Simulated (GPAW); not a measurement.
## A 7-layer slab of Au(111) in an electric field

How does a 7-layer slab of Au(111) screen a perpendicular field?

Method: GPAW, PAW setups; slab in vacuum, relaxation, in the first sound run; inputs show where later runs differ, in GPAW 26.7.0.

**1. Set-up**

The cell holds 7 atoms: 7 Au. Cell: a = 2.885 Å, b = 2.885 Å, c = 32.134 Å, α = 90.0°, β = 90.0°, γ = 60.0°. Vacuum lies along c.

Structure file:

```
Au
1.0
     2.88500    0.00000    0.00000
     1.44250    2.49848    0.00000
     0.00000    0.00000   32.13353
Au
7
Direct
  0.00000 0.00000 0.28008
  0.33333 0.33333 0.35339
  0.66667 0.66667 0.42669
  0.00000 0.00000 0.50000
  0.33333 0.33333 0.57331
  0.66667 0.66667 0.64661
  0.00000 0.00000 0.71992
```

**2. Relaxing the atoms**

Forces are removed first; all later runs use this geometry. The lowest 3 atoms are held at bulk positions and keep their forces.

Contents of run.py:

```python
import json
import numpy as np
from ase import Atoms
from ase.constraints import FixAtoms
from ase.optimize import BFGS
from gpaw import GPAW, PW

slab = Atoms(
    ['Au', 'Au', 'Au', 'Au', 'Au', 'Au', 'Au'],
    positions=[
        [0.00000, 0.00000, 9.00000],
        [1.44250, 0.83283, 11.35559],
        [2.88500, 1.66565, 13.71118],
        [0.00000, 0.00000, 16.06677],
        [1.44250, 0.83283, 18.42236],
        [2.88500, 1.66565, 20.77795],
        [0.00000, 0.00000, 23.13353]],
    cell=[[2.885, 0.0, 0.0], [1.4425, 2.49848, 0.0], [0.0, 0.0, 32.13353]],
    pbc=[True, True, False])

slab.calc = GPAW(mode=PW(400), xc='PBE', kpts={'size': (13, 13, 1), 'gamma': True},
                 occupations={'name': 'fermi-dirac', 'width': 0.1}, nbands='160%',
                 convergence={'density': 1e-05}, maxiter=200,
                 poissonsolver={'dipolelayer': 'xy'},
                 symmetry={'tolerance': 1e-3, 'extra_ids': [1, 1, 1, 0, 0, 0, 0]}, txt='slab.txt')
result = {}
slab.set_constraint(FixAtoms([0, 1, 2]))
path = []
opt = BFGS(slab, maxstep=0.2)
opt.attach(lambda: path.append((slab.get_potential_energy(), slab.positions.tolist(), slab.get_forces().tolist())))
result['relaxed'] = bool(opt.run(fmax=0.03, steps=40))
result['path'] = path
energy = slab.get_potential_energy()
fermi = slab.calc.get_fermi_level()
v = slab.calc.get_electrostatic_potential().mean((0, 1)) - fermi
n = slab.calc.get_pseudo_density().mean((0, 1))
L = slab.cell[2, 2]
z = np.arange(len(v)) * L / len(v)
low, high = slab.positions[:, 2].min(), slab.positions[:, 2].max()
below, above = np.interp([low - 6.8, high + 6.8], z, v)
slopes = [np.interp(x, z, np.gradient(v, z)) for x in (low - 6.8, high + 6.8)]
eps = np.array([[slab.calc.get_eigenvalues(k, s) for k in range(len(slab.calc.get_ibz_k_points()))]
                for s in range(slab.calc.get_number_of_spins())]) - fermi
top, bottom = eps[eps < 0].max(), eps[eps > 0].min()
dipole = slab.get_dipole_moment()[2]
print(f'energy {energy:.4f} eV, Fermi level {fermi:.4f} eV, dipole {dipole:.5f} e A')
print(f'potential 6.8 A off the faces, from the Fermi level: lower {below:.4f} eV, upper {above:.4f} eV')
print(f'slope of the potential there: lower {slopes[0]:.5f}, upper {slopes[1]:.5f} eV/A')
print(f'nearest levels on the mesh: {top:.4f} and {bottom:.4f} eV')
print('magnetic moment', round(slab.get_magnetic_moment(), 3))
result.update(energy=energy, fermi=fermi, dipole=dipole, below=below, above=above, slopes=slopes, edges=[top, bottom],
              z=z.tolist(), v=v.tolist(), n=n.tolist(), positions=slab.positions.tolist(),
              forces=slab.get_forces(apply_constraint=False).tolist(), moments=slab.get_magnetic_moments().tolist())
json.dump(result, open('result.json', 'w'))
```

On the command line:

```bash
$ OMP_NUM_THREADS=1 OPENBLAS_NUM_THREADS=1 python run.py
```

What it wrote:

```text
Step          Energy          fmax
BFGS:    0      -21.112118        0.592774
BFGS:    1      -21.117052        0.548469
BFGS:    2      -21.148492        0.416523
BFGS:    3      -21.154938        0.485059
BFGS:    4      -21.165251        0.506149
BFGS:    5      -21.174679        0.439742
BFGS:    6      -21.185225        0.317418
BFGS:    7      -21.196049        0.419187
BFGS:    8      -21.207303        0.459079
BFGS:    9      -21.214865        0.427824
BFGS:   10      -21.220816        0.355342
BFGS:   11      -21.233863        0.249658
BFGS:   12      -21.243353        0.267690
BFGS:   13      -21.245896        0.243962
BFGS:   14      -21.247782        0.192836
BFGS:   15      -21.249322        0.119834
BFGS:   16      -21.250513        0.039668
BFGS:   17      -21.250954        0.015673
energy -21.2201 eV, Fermi level 2.5515 eV, dipole -0.00516 e A
potential 6.8 A off the faces, from the Fermi level: lower 5.1370 eV, upper 5.2551 eV
slope of the potential there: lower -0.00000, upper -0.00000 eV/A
nearest levels on the mesh: -0.0905 and 0.1946 eV
magnetic moment 0.0
```

Wall time 45 min (1 thread of Arm Neoverse V2, shared host); peak memory 0.29 GiB.

The steps of the relaxation:

```csv
step,energy less that of the first step (eV),largest force (eV/Å)
1,0.0000,0.5928
2,-0.0050,0.5485
3,-0.0372,0.4165
4,-0.0439,0.4851
5,-0.0547,0.5061
6,-0.0643,0.4397
7,-0.0748,0.3174
8,-0.0853,0.4192
9,-0.0963,0.4591
10,-0.1038,0.4278
11,-0.1100,0.3553
12,-0.1237,0.2497
13,-0.1340,0.2677
14,-0.1367,0.2440
15,-0.1386,0.1928
16,-0.1401,0.1198
17,-0.1413,0.0397
18,-0.1418,0.0157
```

The atoms that moved most (Å):

| atom | dx | dy | dz | length |
| --- | --- | --- | --- | --- |
| Au7 | 0.000 | 0.000 | 0.559 | 0.559 |
| Au6 | 0.000 | 0.000 | 0.383 | 0.383 |
| Au5 | 0.000 | 0.000 | 0.268 | 0.268 |
| Au4 | 0.000 | 0.000 | 0.136 | 0.136 |

The relaxed structure:

```xyz
7
Lattice="2.8850 0.0000 0.0000 1.4425 2.4985 0.0000 0.0000 0.0000 32.1335" Properties=species:S:1:pos:R:3
Au    0.0000    0.0000    9.0000
Au    1.4425    0.8328   11.3556
Au    2.8850    1.6657   13.7112
Au    0.0000    0.0000   16.2027
Au    1.4425    0.8328   18.6903
Au    2.8850    1.6657   21.1605
Au    0.0000    0.0000   23.6921
```

This step gave:

```yaml
dipole_along_the_normal: -0.005163 e·Å
levels_nearest_the_fermi_level_on_the_mesh: -0.09046, 0.1946 eV from the Fermi level
upper_work_function: 5.255 eV
lower_work_function: 5.137 eV
```

The electrostatic potential energy of an electron (without an applied field's), less the Fermi level, planar mean oscillates, so the rows of the table below give means over windows of 2.46 Å about each position, cut where the curve ends. Its maxima inside the range that stand out by 2 % of the span (Å: eV): 10.2: 0.388, 12.5: 0.296, 15.0: 1.18, 17.5: 1.23, 19.9: 1.18, 22.4: 1.59. Its minima: 9.0: -23.3, 11.4: -23.6, 13.7: -23.6, 16.2: -23.4, 18.6: -23.3, 21.2: -23.2, 23.7: -23.2.

The electrostatic potential energy of an electron (without an applied field's), less the Fermi level, planar mean by z; means over each step:

z (Å), electrostatic potential energy of an electron (without an applied field's), less the Fermi level, planar mean (eV) and a bar from the least value:
```
     1.23        5.1 ##############################
     3.69        5.1 ##############################
     6.15        5.0 ##############################
     8.61       -8.3 ###
    11.07       -9.6 
    13.53       -9.5 
    15.99       -9.2 #
    18.45       -9.3 #
    20.91       -9.2 #
    23.37       -8.8 ##
    25.83        4.5 ############################
    28.29        5.3 ##############################
    30.75        5.3 ##############################
```

The pseudo valence density, planar mean oscillates, so the rows of the table below give means over windows of 2.46 Å about each position, cut where the curve ends. Its maxima inside the range that stand out by 2 % of the span (Å: e/Å³): 9.0: 1.27, 11.4: 1.28, 13.7: 1.28, 16.3: 1.25, 18.6: 1.27, 21.2: 1.27, 23.8: 1.24. Its minima: 10.3: 0.254, 12.6: 0.258, 15.0: 0.203, 17.4: 0.210, 19.9: 0.208, 22.5: 0.192.

The pseudo valence density, planar mean by z; means over each step:

z (Å), pseudo valence density, planar mean (e/Å³) and a bar:
```
     3.69       0.00 
     6.15       0.00 
     8.61       0.58 ###########################
    11.07       0.63 ##############################
    13.53       0.63 ##############################
    15.99       0.62 #############################
    18.45       0.62 #############################
    20.91       0.62 #############################
    23.37       0.61 #############################
    25.83       0.04 ##
    28.29       0.00
```

The relaxation lowered the energy of the cell by 0.142 eV (energies extrapolated to zero smearing; the optimiser's log prints free energies). The largest force left on a free atom is 0.016 eV/Å.

**3. The slab's potential**

The work function is the vacuum plateau of the electrostatic potential less the Fermi level; a dipole layer lets the two faces have plateaus of their own.

This step: GPAW, PAW setups; slab in vacuum (GPAW 26.7.0).

run.py: that of step 2 with these lines changed.

```diff
@@ -3,4 +3,2 @@
 from ase import Atoms
-from ase.constraints import FixAtoms
-from ase.optimize import BFGS
 from gpaw import GPAW, PW
@@ -13,6 +11,6 @@
         [2.88500, 1.66565, 13.71118],
-        [0.00000, 0.00000, 16.06677],
-        [1.44250, 0.83283, 18.42236],
-        [2.88500, 1.66565, 20.77795],
-        [0.00000, 0.00000, 23.13353]],
+        [-0.00000, -0.00000, 16.20266],
+        [1.44250, 0.83283, 18.69028],
+        [2.88500, 1.66565, 21.16055],
+        [-0.00000, -0.00000, 23.69207]],
     cell=[[2.885, 0.0, 0.0], [1.4425, 2.49848, 0.0], [0.0, 0.0, 32.13353]],
@@ -24,10 +22,4 @@
                  poissonsolver={'dipolelayer': 'xy'},
-                 symmetry={'tolerance': 1e-3, 'extra_ids': [1, 1, 1, 0, 0, 0, 0]}, txt='slab.txt')
+                 symmetry={'tolerance': 1e-3}, txt='slab.txt')
 result = {}
-slab.set_constraint(FixAtoms([0, 1, 2]))
-path = []
-opt = BFGS(slab, maxstep=0.2)
-opt.attach(lambda: path.append((slab.get_potential_energy(), slab.positions.tolist(), slab.get_forces().tolist())))
-result['relaxed'] = bool(opt.run(fmax=0.03, steps=40))
-result['path'] = path
 energy = slab.get_potential_energy()
```

What it wrote:

```text
energy -21.2201 eV, Fermi level 2.5515 eV, dipole -0.00501 e A
potential 6.8 A off the faces, from the Fermi level: lower 5.1371 eV, upper 5.2549 eV
slope of the potential there: lower -0.00003, upper -0.00001 eV/A
nearest levels on the mesh: -0.0905 and 0.1946 eV
magnetic moment 0.0
```

It took 5.5 min on 1 thread; peak memory 0.28 GiB.

Numbers from this step:

| Property | Result |
| --- | --- |
| dipole along the normal | -0.005011 e·Å |

The electrostatic potential energy of an electron (without an applied field's), less the Fermi level, planar mean oscillates, so the rows of the table below give means over windows of 2.46 Å about each position, cut where the curve ends. Its maxima inside the range that stand out by 2 % of the span (Å: eV): 10.2: 0.388, 12.5: 0.296, 15.0: 1.18, 17.5: 1.23, 19.9: 1.18, 22.4: 1.59. Its minima: 9.0: -23.3, 11.4: -23.6, 13.7: -23.6, 16.2: -23.4, 18.6: -23.3, 21.2: -23.2, 23.7: -23.2.

Table of electrostatic potential energy of an electron (without an applied field's), less the Fermi level, planar mean by z; means over each step:

| z (Å) | electrostatic potential energy of an electron (without an applied field's), less the Fermi level, planar mean (eV) |
| --- | --- |
| 1.23 | 5.14 |
| 3.69 | 5.14 |
| 6.15 | 5.03 |
| 8.61 | -8.33 |
| 11.07 | -9.63 |
| 13.53 | -9.55 |
| 15.99 | -9.24 |
| 18.45 | -9.25 |
| 20.91 | -9.17 |
| 23.37 | -8.80 |
| 25.83 | 4.49 |
| 28.29 | 5.25 |
| 30.75 | 5.25 |

The pseudo valence density, planar mean oscillates, so the rows of the table below give means over windows of 2.46 Å about each position, cut where the curve ends. Its maxima inside the range that stand out by 2 % of the span (Å: e/Å³): 9.0: 1.27, 11.4: 1.28, 13.7: 1.28, 16.3: 1.25, 18.6: 1.27, 21.2: 1.27, 23.8: 1.24. Its minima: 10.3: 0.254, 12.6: 0.258, 15.0: 0.203, 17.4: 0.210, 19.9: 0.208, 22.5: 0.192.

Table of pseudo valence density, planar mean by z; means over each step:

```csv
z (Å),"pseudo valence density, planar mean (e/Å³)"
3.69,5.2e-6
6.15,0.00477
8.61,0.576
11.07,0.633
13.53,0.629
15.99,0.617
18.45,0.618
20.91,0.618
23.37,0.609
25.83,0.0377
28.29,3.4e-5
```

Force by atom:

| atom | x (eV/Å) | y (eV/Å) | z (eV/Å) | size |
| --- | --- | --- | --- | --- |
| Au1 | 0.000 | 0.000 | -0.583 | 0.583 |
| Au2 | 0.000 | 0.000 | 0.092 | 0.092 |
| Au3 | 0.000 | 0.000 | 0.494 | 0.494 |
| Au4 | 0.000 | 0.000 | -0.004 | 0.004 |
| Au5 | 0.000 | 0.000 | 0.005 | 0.005 |
| Au6 | 0.000 | 0.000 | 0.012 | 0.012 |
| Au7 | 0.000 | 0.000 | -0.015 | 0.015 |

The potential is flat to 3.1e-5 eV/Å where it is read, so the vacuum is wide enough.

**4. Field on**

A uniform field along the normal polarises the slab; the atoms stay fixed, so this is the electronic response alone.

run.py: that of step 3 with these lines changed.

```diff
@@ -4,2 +4,3 @@
 from gpaw import GPAW, PW
+from gpaw.external import ConstantElectricField
 
@@ -22,2 +23,3 @@
                  poissonsolver={'dipolelayer': 'xy'},
+                 external=ConstantElectricField(-0.2, [0, 0, 1]),
                  symmetry={'tolerance': 1e-3}, txt='slab.txt')
```

What it wrote:

```text
energy -21.2351 eV, Fermi level 2.5261 eV, dipole -0.14575 e A
potential 6.8 A off the faces, from the Fermi level: lower 3.4231 eV, upper 7.0819 eV
slope of the potential there: lower 0.00002, upper -0.00001 eV/A
nearest levels on the mesh: -0.0908 and 0.1950 eV
magnetic moment 0.0
```

Run time: 19 min. Hardware: 1 thread; peak memory 0.68 GiB.

Numbers from this step:

```
dipole along the normal                                         : -0.1457 e·Å
levels nearest the Fermi level on the mesh                      : -0.09078, 0.1950 eV from the Fermi level
potential below the slab, the applied field's own ramp left out : 3.423 eV from the Fermi level
potential above the slab, the applied field's own ramp left out : 7.082 eV from the Fermi level
```

The electrostatic potential energy of an electron (without an applied field's), less the Fermi level, planar mean oscillates, so the rows of the table below give means over windows of 2.46 Å about each position, cut where the curve ends. Its maxima inside the range that stand out by 2 % of the span (Å: eV): 10.2: -0.787, 12.5: -0.410, 15.0: 0.970, 17.5: 1.51, 19.9: 1.95, 22.5: 2.86, 29.7: 7.08. Its minima: 9.0: -24.8, 11.4: -24.6, 13.7: -24.1, 16.2: -23.4, 18.6: -22.8, 21.2: -22.2, 23.7: -21.7.

Electrostatic potential energy of an electron (without an applied field's), less the Fermi level, planar mean against z; means over each step:

```csv
z (Å),"electrostatic potential energy of an electron (without an applied field's), less the Fermi level, planar mean (eV)"
1.23,3.56
3.69,3.42
6.15,3.33
8.61,-9.82
11.07,-10.6
13.53,-10.1
15.99,-9.25
18.45,-8.78
20.91,-8.20
23.37,-7.34
25.83,6.29
28.29,7.08
30.75,7.03
```

Force by atom:

```csv
atom,x (eV/Å),y (eV/Å),z (eV/Å),size
Au1,0.000,0.000,-0.579,0.579
Au2,0.000,0.000,0.089,0.089
Au3,0.000,0.000,0.492,0.492
Au4,0.000,0.000,-0.003,0.003
Au5,0.000,0.000,0.003,0.003
Au6,0.000,0.000,0.010,0.010
Au7,0.000,0.000,-0.011,0.011
```

The dipole is now -0.146 e Å, against -0.0050 in the run without a field.

**5. In a field**

run.py: that of step 4 with these lines changed.

```diff
@@ -23,3 +23,3 @@
                  poissonsolver={'dipolelayer': 'xy'},
-                 external=ConstantElectricField(-0.2, [0, 0, 1]),
+                 external=ConstantElectricField(-0.1, [0, 0, 1]),
                  symmetry={'tolerance': 1e-3}, txt='slab.txt')
```

What it wrote:

```text
energy -21.2240 eV, Fermi level 2.5392 eV, dipole -0.07518 e A
potential 6.8 A off the faces, from the Fermi level: lower 4.2797 eV, upper 6.1670 eV
slope of the potential there: lower -0.00003, upper -0.00000 eV/A
nearest levels on the mesh: -0.0906 and 0.1949 eV
magnetic moment 0.0
```

Run time: 30 min. Hardware: 1 thread; peak memory 0.68 GiB.

Numbers from this step:

```
dipole along the normal                                         : -0.07518 e·Å
levels nearest the Fermi level on the mesh                      : -0.09063, 0.1949 eV from the Fermi level
potential below the slab, the applied field's own ramp left out : 4.280 eV from the Fermi level
potential above the slab, the applied field's own ramp left out : 6.167 eV from the Fermi level
```

The electrostatic potential energy of an electron (without an applied field's), less the Fermi level, planar mean oscillates, so the rows of the table below give means over windows of 2.46 Å about each position, cut where the curve ends. Its maxima inside the range that stand out by 2 % of the span (Å: eV): 10.2: -0.199, 12.5: -0.0565, 15.0: 1.08, 17.5: 1.37, 19.9: 1.57, 22.4: 2.22, 30.1: 6.17. Its minima: 9.0: -24.0, 11.4: -24.1, 13.7: -23.9, 16.2: -23.4, 18.6: -23.1, 21.2: -22.7, 23.7: -22.4.

Electrostatic potential energy of an electron (without an applied field's), less the Fermi level, planar mean against z; means over each step:

| z (Å) | electrostatic potential energy of an electron (without an applied field's), less the Fermi level, planar mean (eV) |
| --- | --- |
| 1.23 | 4.35 |
| 3.69 | 4.28 |
| 6.15 | 4.18 |
| 8.61 | -9.07 |
| 11.07 | -10.1 |
| 13.53 | -9.80 |
| 15.99 | -9.24 |
| 18.45 | -9.01 |
| 20.91 | -8.68 |
| 23.37 | -8.07 |
| 25.83 | 5.39 |
| 28.29 | 6.17 |
| 30.75 | 6.14 |

Force by atom:

```csv
atom,x (eV/Å),y (eV/Å),z (eV/Å),size
Au1,0.000,0.000,-0.581,0.581
Au2,0.000,0.000,0.090,0.090
Au3,0.000,0.000,0.493,0.493
Au4,0.000,0.000,-0.004,0.004
Au5,0.000,0.000,0.004,0.004
Au6,0.000,0.000,0.010,0.010
Au7,0.000,0.000,-0.015,0.015
```

The dipole is now -0.0752 e Å, against -0.0050 in the run without a field.

**6. Field on**

run.py: that of step 5 with these lines changed.

```diff
@@ -23,3 +23,3 @@
                  poissonsolver={'dipolelayer': 'xy'},
-                 external=ConstantElectricField(-0.1, [0, 0, 1]),
+                 external=ConstantElectricField(-0.05, [0, 0, 1]),
                  symmetry={'tolerance': 1e-3}, txt='slab.txt')
```

What it wrote:

```text
energy -21.2212 eV, Fermi level 2.5453 eV, dipole -0.03979 e A
potential 6.8 A off the faces, from the Fermi level: lower 4.7102 eV, upper 5.7090 eV
slope of the potential there: lower 0.00001, upper 0.00002 eV/A
nearest levels on the mesh: -0.0906 and 0.1949 eV
magnetic moment 0.0
```

The job ended after 26 min (1 thread; peak memory 0.69 GiB).

**7. Field on**

run.py: that of step 6 with these lines changed.

```diff
@@ -23,3 +23,3 @@
                  poissonsolver={'dipolelayer': 'xy'},
-                 external=ConstantElectricField(-0.05, [0, 0, 1]),
+                 external=ConstantElectricField(0.05, [0, 0, 1]),
                  symmetry={'tolerance': 1e-3}, txt='slab.txt')
```

What it wrote:

```text
energy -21.2207 eV, Fermi level 2.5575 eV, dipole 0.03056 e A
potential 6.8 A off the faces, from the Fermi level: lower 5.5661 eV, upper 4.7989 eV
slope of the potential there: lower 0.00002, upper -0.00002 eV/A
nearest levels on the mesh: -0.0904 and 0.1944 eV
magnetic moment 0.0
```

Wall time 19 min (1 thread); peak memory 0.68 GiB.

The electrostatic potential energy of an electron (without an applied field's), less the Fermi level, planar mean oscillates, so the rows of the table below give means over windows of 2.46 Å about each position, cut where the curve ends. Its maxima inside the range that stand out by 2 % of the span (Å: eV): 10.2: 0.682, 12.5: 0.473, 15.0: 1.24, 17.5: 1.16, 19.9: 0.989, 22.4: 1.28. Its minima: 9.0: -23.0, 11.4: -23.4, 13.7: -23.5, 16.2: -23.4, 18.6: -23.5, 21.2: -23.5, 23.7: -23.6.

Table of electrostatic potential energy of an electron (without an applied field's), less the Fermi level, planar mean by z; means over each step:

z (Å), electrostatic potential energy of an electron (without an applied field's), less the Fermi level, planar mean (eV) and a bar from the least value:
```
     1.23        5.5 ##############################
     3.69        5.6 ##############################
     6.15        5.5 ##############################
     8.61       -8.0 ###
    11.07       -9.4 
    13.53       -9.4 
    15.99       -9.2 
    18.45       -9.4 
    20.91       -9.4 
    23.37       -9.2 #
    25.83        4.0 ###########################
    28.29        4.8 ############################
    30.75        4.8 ############################
```

(Part 1 of 2 ends here.)

[Logs are printed without paths, hosts, clocks, repeated set-up lines and the standing remarks that a program may print on its own settings, such as how far it seeks lower states.]

[Hosts, paths, dates, database ids (printed as entryN), source tags and the programs' standing remarks are cut or masked in the printed files.]
